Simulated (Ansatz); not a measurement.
# Ti: hcp against bcc under pressure

Which form of Ti has the lower enthalpy, and does pressure change the order? Both are relaxed at the same set pressures.

Calculated with Ansatz 0.2.0, PBEsol, PAW files of the set soft_1, cutoff 600 eV, Fermi–Dirac smearing 0.05 eV, k-mesh 17×17×10, no spin polarisation, no spin-orbit coupling.

The bcc cell takes smearing 0.05 eV and a 19×19×19 mesh.

Near zero pressure the hcp cell (P6_3/mmc, 2 atoms) is a = 2.9010 Å, b = 2.9010 Å, c = 4.5887 Å, α = 90.00°, β = 90.00°, γ = 120.00°; the bcc cell (Im-3m, 1 atoms) is a = 2.7795 Å, b = 2.7795 Å, c = 2.7795 Å, α = 109.47°, β = 109.47°, γ = 109.47°.

| P (GPa) | V, hcp (Å³) | V, bcc (Å³) | ΔE (meV) | ΔH = ΔE + PΔV (meV) |
| --- | --- | --- | --- | --- |
| −4 | 17.327 | 17.166 | 99.3 | 103.4 |
| 0 | 16.721 | 16.530 | 99.0 | 99.0 |
| 5 | 16.079 | 15.861 | 99.4 | 92.6 |
| 15 | 15.058 | 14.799 | 101.8 | 77.6 |
| 20 | 14.636 | 14.361 | 103.6 | 69.3 |
| 30 | 13.912 | 13.607 | 108.3 | 51.2 |

Values are for a formula unit, differences are bcc less hcp, and 1 GPa Å³ = 6.2415 meV. **Question.** Give ΔH at 10 GPa, a row left out above, and the pressure at which the two forms cross, if they do.

Least squares with ΔH = h0 + h1 P + h2 P² gives h0 = 98.9 meV, h1 = −1.23 meV/GPa and h2 = −0.012 meV/GPa². Since dH/dP = V, the slope should equal ΔV: −0.191 Å³ × 6.2415 = −1.19 meV/GPa at 0 GPa. At 10 GPa the fit gives 85.4 meV. The run itself gives 85.4 meV, so the estimate misses by 0.0 meV, a rounding's worth.

ΔH keeps its sign from -4 to 30 GPa, so the hcp form stays lower over the range; the bcc form is denser and gains with pressure. This compares two forms alone, at zero temperature, without vibrations or barriers; other forms may lie lower.
